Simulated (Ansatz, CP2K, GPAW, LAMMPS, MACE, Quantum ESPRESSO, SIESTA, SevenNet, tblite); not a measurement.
# Liquid N-methylformamide at 298 K (108 atoms) in tblite

Wanted: tblite inputs and outputs for liquid N-methylformamide at 298 K (108 atoms), checked against a plane-wave reference.

Calculated with tblite 0.8.0; the method is named at each step.

## 1. Starting point

The cell holds 108 atoms: 24 C, 12 N, 12 O and 60 H. Cell: a = 10.550 Å, b = 10.550 Å, c = 10.550 Å, α = 90.0°, β = 90.0°, γ = 90.0°. 12 N-methylformamide placed at random, at 1 g/cm³; overlaps pushed apart, then 10 ps at 398 K with MMFF94 bonds, angles, torsions, charges and radii (Halgren, J. Comput. Chem. 17, 490 (1996)) in harmonic and 12-6 forms. Snapshot after 20 ps at 298 K and fixed volume.

The yardstick, on the same geometry:

* method: Kohn-Sham DFT, PBE, SSSP efficiency 1.3.0 pseudopotentials, plane waves (Quantum ESPRESSO 7.5); sssp-pbe-1.3.0-efficiency, cutoffs 60/480 Ry, Γ point
* r.m.s. force component: 0.9497 eV/Å
* longest force: 3.905 eV/Å
* pressure: 2.28 GPa
* gap (highest filled to lowest empty level): 4.049 eV
* time: 2.4 min on 2 MPI ranks of Arm Neoverse V1, shared host
* CPU time: 4.8 min

## 2. GFN2-xTB

Method: GFN2-xTB tight binding, diagonalisation.

Contents of run.py:

```python
import numpy as np
from ase.io import read
from tblite.ase import TBLite

atoms = read("structure.xyz")
atoms.calc = TBLite(method="GFN2-xTB", electronic_temperature=580, accuracy=1.0, max_iterations=250, mixer_damping=0.4, verbosity=1)
energy = atoms.get_potential_energy()
forces = atoms.get_forces()
print(f"energy {energy:.6f} eV")
print("forces (eV/A)")
for i, (a, f) in enumerate(zip(atoms, forces)):
    print(f"{i:4d} {a.symbol:2s} {f[0]:10.5f} {f[1]:10.5f} {f[2]:10.5f}")
stress = -atoms.get_stress(voigt=False) * 160.21766
print("stress (GPa, compression positive)")
for row in stress:
    print(" ".join(f"{x:10.4f}" for x in row))
print("charges (e)")
print(np.array2string(atoms.get_charges(), precision=4, suppress_small=True, max_line_width=110, threshold=100000))
```

Contents of structure.xyz:

```xyz
108
Lattice="10.55022 0.00000 0.00000 0.00000 10.55022 0.00000 0.00000 0.00000 10.55022" Properties=species:S:1:pos:R:3 pbc="T T T"
C 4.46696 10.45464 2.75635
N 3.07075 10.25882 2.70138
C 2.21776 0.46927 3.45910
O 2.54303 1.31350 4.29658
H 4.89256 10.16978 1.78404
H 4.62427 0.99911 2.92410
H 4.86513 9.88819 3.60775
H 2.67976 9.67392 1.98312
H 1.15441 0.23379 3.23660
C 0.94773 5.73510 8.87041
N 0.38973 6.29943 10.13285
C 9.66991 6.80996 10.10743
O 9.03194 6.84467 9.05072
H 0.35280 5.91688 7.98504
H 1.95095 6.09940 8.66173
H 0.91449 4.68746 9.05378
H 1.01324 6.42772 0.43298
H 9.37535 7.27459 0.51316
C 6.59684 3.06568 2.13716
N 7.49762 4.14413 1.95401
C 8.43733 4.32538 2.97717
O 8.81798 3.47904 3.75799
H 7.05525 2.19455 2.53786
H 5.84134 3.38778 2.90521
H 6.07608 2.77576 1.18764
H 7.32586 4.98108 1.37912
H 8.98784 5.24947 2.77450
C 2.87388 2.40007 7.08700
N 3.87794 2.83178 6.04728
C 4.74844 3.87773 6.32222
O 4.97464 4.32686 7.42261
H 1.90326 2.73208 6.63092
H 2.98033 1.29947 7.14915
H 3.08256 2.85795 8.07324
H 3.71410 2.57446 5.09101
H 5.28840 4.16048 5.43663
C 4.10235 5.05334 0.59155
N 4.89551 5.25781 9.96542
C 5.94167 6.07207 10.05942
O 6.51339 6.38911 0.56117
H 4.33656 5.84514 1.37438
H 3.06494 5.17003 0.30902
H 4.40282 4.05181 0.95838
H 4.65518 4.89572 8.99754
H 6.37814 6.21788 9.10505
C 1.13035 3.26403 1.54170
N 1.62252 3.78690 2.77914
C 1.62864 5.07487 3.17678
O 1.46310 6.05994 2.43752
H 0.32347 2.47571 1.75134
H 0.81110 4.13569 0.96134
H 1.84207 2.79855 0.93391
H 1.99283 3.07971 3.39675
H 1.82202 5.22088 4.23845
C 7.59901 6.94067 4.95206
N 6.91061 7.48158 3.84492
[... 48 atom lines left out ...]
H 0.60822 0.35217 8.18739
H 2.10414 0.10413 9.17310
H 9.85855 0.70402 10.07557
H 9.96743 10.21557 1.46142
```

The run is started by

```sh
OMP_NUM_THREADS=1 python run.py > output.txt
```

Log:

```text
------------------------------------------------------------
  cycle        total energy    energy error   density error
------------------------------------------------------------
      1     -164.2744360595  -1.6610192E+02   2.1170341E-01
      2     -165.6420468210  -1.3676108E+00   7.8086726E-02
      3     -165.7462193938  -1.0417257E-01   5.1088044E-02
      4     -165.7922668852  -4.6047491E-02   1.4785831E-02
      5     -165.7933030398  -1.0361546E-03   5.9914602E-03
      6     -165.7938166494  -5.1360959E-04   2.1321405E-03
      7     -165.7939919199  -1.7527053E-04   7.8945443E-04
      8     -165.7939933452  -1.4252712E-06   3.0203651E-04
      9     -165.7939971326  -3.7874549E-06   7.1194842E-05
     10     -165.7939971543  -2.1704466E-08   3.2100593E-05
     11     -165.7939971801  -2.5774966E-08   9.2701668E-06
------------------------------------------------------------
 total:                                   8.559 sec
energy -4511.484458 eV
forces (eV/A)
   0 C     0.65323    0.83105   -0.02915
   1 N    -2.10693    1.38178    1.29373
   2 C     0.68053   -0.70022   -0.53253
   3 O    -0.17200   -0.71718   -1.19081
   4 H     0.19785   -0.02245    0.54316
   5 H     0.31691   -0.68965   -0.00284
   6 H     0.41278    0.10031   -0.33172
   7 H    -0.39658   -0.27540   -0.10321
   8 H     0.43796    0.13143    0.10426
   9 C    -0.04524    0.49165    1.25917
  10 N    -0.32495    0.78208   -0.07945
  11 C     1.40834    0.12501   -1.18591
  12 O     0.14113   -0.09563    1.40239
  13 H    -0.40466    0.52285    0.21353
  14 H     0.07200   -0.01570    0.28132
  15 H     0.49409   -1.15340   -0.24675
  16 H    -0.97681   -0.22553   -1.16504
  17 H    -0.19226   -0.25290   -0.30460
  18 C    -2.17825    0.43725   -0.40897
  19 N     2.35228    0.65274    1.92170
  20 C    -0.34046   -0.72475   -2.43863
  21 O    -0.59291    0.35968    0.09013
  22 H     0.82966   -0.60533    0.20853
  23 H     0.01578   -0.35760   -0.60826
[...]
100 N     1.96862   -1.04677    0.47003
 101 C    -0.77157    1.93403   -0.69764
 102 O     1.17567   -1.23549   -0.07447
 103 H     0.43798   -0.72660   -0.56372
 104 H     0.71094   -0.70463    0.61351
 105 H    -0.65838    0.00003    0.59613
 106 H    -0.24578    0.46511   -0.42868
 107 H    -0.68868   -0.11074    0.40438
stress (GPa, compression positive)
   -0.5425    -0.2689    -0.2455
   -0.2689    -1.5275     0.2446
   -0.2455     0.2446    -1.1266
charges (e)
[-0.0158 -0.1709  0.2509 -0.4534  0.0577  0.0491  0.0496  0.225   0.0166 -0.0259 -0.1809  0.2551 -0.4451
  0.0699  0.0539  0.0447  0.2151  0.0296  0.0002 -0.1908  0.2529 -0.4225  0.0638  0.0239  0.0342  0.2116
 -0.0023 -0.0264 -0.1899  0.2608 -0.4291  0.0571  0.0731  0.0589  0.2088  0.0109 -0.0212 -0.1837  0.2569
 -0.4773  0.0759  0.0512  0.0389  0.2231  0.0262 -0.024  -0.1524  0.2603 -0.4431  0.0468  0.0679  0.0455
  0.1886  0.0105 -0.015  -0.1692  0.2552 -0.4357  0.0623  0.0522  0.0432  0.1957  0.0338 -0.0227 -0.1938
  0.2531 -0.4479  0.0493  0.0691  0.0554  0.2148  0.0033 -0.014  -0.1787  0.25   -0.4573  0.0614  0.0453
  0.0672  0.2008  0.0254 -0.0183 -0.1893  0.2551 -0.4401  0.0634  0.0453  0.0342  0.1998  0.0194 -0.0222
 -0.1677  0.2504 -0.462   0.0671  0.0532  0.0491  0.2313  0.0129 -0.0255 -0.1909  0.2636 -0.4368  0.0726
  0.0577  0.0519  0.2059  0.0062]
```

Wall time 9.2 s (1 thread of Arm Neoverse V1, shared host); peak memory 0.16 GiB.

Banners, paths, timers and routine set-up lines are dropped from the logs unmarked, and long logs keep their key lines alone; longer cuts are marked.

Numbers from this run, and their distance from the reference:

| Property | Result |
| --- | --- |
| r.m.s. force component | 0.8492 eV/Å |
| r.m.s. difference of force components | 456.2 meV/Å |
| longest difference of force vectors | 1867 meV/Å |
| force difference over r.m.s. force | 48.04 % |
| slope of forces against the reference's | 0.7844 |
| correlation of force components | 0.8772 |
| pressure | -1.065 GPa |
| pressure difference | -3.346 GPa |

Length of the force difference by element (eV/Å):

| element | atoms | mean | most |
| --- | --- | --- | --- |
| C | 24 | 0.77 | 1.7 |
| H | 60 | 0.28 | 0.51 |
| N | 12 | 0.52 | 0.90 |
| O | 12 | 1.8 | 1.9 |

A closer look about N29, which bears the longest force: 9 atoms, nearest first, numbered in the order of the input, with positions taken from that point.

```
atom      x      y      z  distance (Å)  bonds  Mulliken charge (e)     Fx     Fy  Fz (eV/Å)
 N29   0.00   0.00   0.00          0.00      3                -0.19   0.90   2.16       2.41
 H35  -0.16  -0.26  -0.96          1.00      1                 0.21  -0.26  -0.29       0.01
 C30   0.87   1.05   0.27          1.39      3                 0.26  -1.62  -2.48      -0.37
 C28  -1.00  -0.43   1.04          1.51      4                -0.03   0.63   0.16      -1.73
 H36   1.41   1.33  -0.61          2.03      1                 0.01   0.41   0.36      -0.61
 H32  -1.97  -0.10   0.58          2.06      1                 0.06   0.56  -0.60       0.94
 H33  -0.90  -1.53   1.10          2.09      1                 0.07  -0.50   0.63       0.00
 H34  -0.80   0.03   2.03          2.18      1                 0.06  -0.08  -0.09      -0.82
 O31   1.10   1.50   1.38          2.31      1                -0.43  -0.01   0.17       0.00
```

Atoms are counted from 1 here, from 0 in the log.

Forces lie 48 % from the reference's, at 0.032 times its CPU time (on 1 against 2 cores).

## 3. GFN1-xTB

Method: GFN1-xTB tight binding, diagonalisation.

Changes to run.py since step 2:

```diff
@@ -5,3 +5,3 @@
 atoms = read("structure.xyz")
-atoms.calc = TBLite(method="GFN2-xTB", electronic_temperature=580, accuracy=1.0, max_iterations=250, mixer_damping=0.4, verbosity=1)
+atoms.calc = TBLite(method="GFN1-xTB", electronic_temperature=580, accuracy=1.0, max_iterations=250, mixer_damping=0.4, verbosity=1)
 energy = atoms.get_potential_energy()
```

structure.xyz is that of step 2.

Log:

```text
------------------------------------------------------------
  cycle        total energy    energy error   density error
------------------------------------------------------------
      1     -175.4375261766  -1.7709610E+02   6.1857614E-01
      2     -177.8197292984  -2.3822031E+00   3.2584776E-01
      3     -177.8757307436  -5.6001445E-02   1.4549463E-01
      4     -177.8872312890  -1.1500545E-02   2.2746479E-02
      5     -177.8925921451  -5.3608561E-03   5.6011287E-03
      6     -177.8928425167  -2.5037162E-04   1.7551631E-03
      7     -177.8928978078  -5.5291036E-05   3.5382667E-04
      8     -177.8928987485  -9.4070984E-07   1.0143206E-04
      9     -177.8928988465  -9.8048389E-08   3.2459867E-05
     10     -177.8928988620  -1.5490258E-08   6.7184940E-06
------------------------------------------------------------
 total:                                   1.765 sec
energy -4840.712342 eV
forces (eV/A)
   0 C     0.95690    0.99944    0.06036
   1 N    -2.14462    1.12620    1.23866
   2 C     0.44782   -0.87046   -0.69460
   3 O    -0.00464   -0.45435   -0.82461
   4 H     0.13860   -0.05154    0.45946
   5 H     0.25496   -0.72195   -0.01688
   6 H     0.35477    0.05604   -0.29821
   7 H    -0.23283   -0.22870   -0.17122
   8 H     0.25911    0.04722    0.07357
   9 C    -0.06476    0.47218    1.06352
  10 N    -0.13998    0.80880    0.26941
  11 C     1.58398    0.13657   -0.77268
  12 O    -0.15900    0.01382    0.90850
  13 H    -0.44391    0.47747    0.14778
  14 H     0.11880   -0.00589    0.30486
  15 H     0.50524   -1.15921   -0.24133
  16 H    -1.03200   -0.21565   -1.38319
  17 H    -0.27644   -0.20357   -0.13360
  18 C    -2.50340    0.20363   -0.31570
  19 N     2.45103    0.81657    1.63348
  20 C    -0.32403   -0.25654   -2.67022
  21 O    -0.50201   -0.14745    0.53166
  22 H     0.84482   -0.67599    0.25835
  23 H     0.13718   -0.35853   -0.65150
[...]
100 N     1.90049   -0.86102    0.43922
 101 C    -1.36408    2.19443   -0.68351
 102 O     1.75811   -1.68363    0.01713
 103 H     0.40365   -0.83529   -0.57841
 104 H     0.63862   -0.69198    0.57672
 105 H    -0.60820    0.05198    0.64255
 106 H    -0.25524    0.37450   -0.40972
 107 H    -0.85947   -0.04635    0.48406
stress (GPa, compression positive)
   -0.0250    -0.2811    -0.0151
   -0.2811    -1.0646     0.2520
   -0.0151     0.2520    -0.5351
charges (e)
[ 0.0684 -0.3357  0.4525 -0.5792  0.0442  0.0342  0.0343  0.2699  0.0265  0.0555 -0.3364  0.4525 -0.5756
  0.0527  0.042   0.025   0.2554  0.0431  0.0792 -0.357   0.4476 -0.5601  0.0452  0.0224  0.0271  0.2607
  0.0149  0.0687 -0.3515  0.4613 -0.5626  0.0401  0.0499  0.0363  0.2529  0.0214  0.0661 -0.346   0.4579
 -0.5991  0.0635  0.0293  0.0204  0.2642  0.0296  0.063  -0.3245  0.459  -0.5677  0.0388  0.048   0.0293
  0.2387  0.0244  0.0657 -0.3388  0.4572 -0.5714  0.0471  0.0398  0.0346  0.24    0.04    0.0646 -0.3515
  0.4487 -0.5741  0.0346  0.0504  0.0377  0.2631  0.0167  0.076  -0.3481  0.447  -0.5779  0.0394  0.0341
  0.0485  0.2467  0.0291  0.0655 -0.3556  0.4571 -0.5657  0.0474  0.0376  0.0207  0.2435  0.0259  0.0684
 -0.3259  0.4458 -0.5897  0.0434  0.0405  0.0331  0.271   0.0221  0.0663 -0.3582  0.4616 -0.5692  0.0604
  0.0364  0.0337  0.2505  0.0135]
```

Run time: 2.4 s. Hardware: 1 thread; peak memory 0.16 GiB.

Compared with the plane-wave run:

```
r.m.s. force component                  : 0.8626 eV/Å
r.m.s. difference of force components   : 338.2 meV/Å
longest difference of force vectors     : 1267 meV/Å
force difference over r.m.s. force      : 35.61 %
slope of forces against the reference's : 0.8491
correlation of force components         : 0.9348
pressure                                : -0.5416 GPa
pressure difference                     : -2.822 GPa
```

Against the first run (48 %), the force difference from the reference is 36 %, at 0.26 times the CPU time.

## 4. The ladder

Differences are against the plane-wave reference, forces as r.m.s. over components; share is that over the reference's r.m.s. force, slope the least-squares factor from reference forces to these. Total energies of different programs have different zeros and aren't compared.

| run | Δ force, r.m.s. (meV/Å) | share (%) | slope | Δ pressure (GPa) | cores | CPU time | memory (GiB) |
| --- | --- | --- | --- | --- | --- | --- | --- |
| reference | - | - | - | - | 2 | 4.8 min | 2.6 |
| tblite GFN2-xTB | 456 | 48.0 | 0.784 | -3.35 | 1 | 9.2 s | 0.16 |
| tblite GFN1-xTB | 338 | 35.6 | 0.849 | -2.82 | 1 | 2.4 s | 0.16 |

CPU time is summed over cores on a shared host, where runs went side by side, so it is rough. Symmetry, cutoffs, thresholds, outputs and thread counts weren't matched or tuned between programs; memory under MPI is the largest rank's times the ranks.

## 5. Outcome

| Item | Value |
| --- | --- |
| nearest in forces | tblite GFN1-xTB, 36 % |
| its CPU time | 2.4 s |

Tight binding differs by 36 % (tblite GFN1-xTB) to 48 % (tblite GFN2-xTB); it is another model, with fitted parameters of its own, and the xTB methods hold dispersion. Of the electronic-structure runs that take under half the reference's CPU time, tblite GFN1-xTB comes nearest, at 36 % in 2.4 s against 4.8 min; its pressure misses by -2.8 GPa. Periodic xTB results under one method name differ between programs and library versions. The reference's pressure holds the uncorrected Pulay stress of its 60 Ry basis, so small pressure differences, and their order, may be the reference's own error. The network of contacts between molecules at the start is that of the classical potential that made the cell, and needn't be the one that DFT or experiment would give. The reference's PBE has no dispersion term, which matters for the binding between molecules or layers. The density was typed from a rule of thumb and may lie off the real one at this temperature. The electronic-structure runs sample only Γ, in a cell whose shortest periodic width is 11 Å.

[Also dropped from logs without a mark: logging warnings of Python, and SIESTA's first energy breakdown and zero terms.]

[Logs are printed without paths, hosts, clocks, repeated set-up lines and the standing remarks that a program may print on its own settings, such as how far it seeks lower states.]

[Hosts, paths, dates, database ids (printed as entryN), source tags and the programs' standing remarks are cut or masked in the printed files.]

[The MMFF94 radii named for the starting cell were scaled by 0.96; in molecules described by MMFF94, hydrogen bound to N, O or S took a small fixed 12-6 site in their place.]
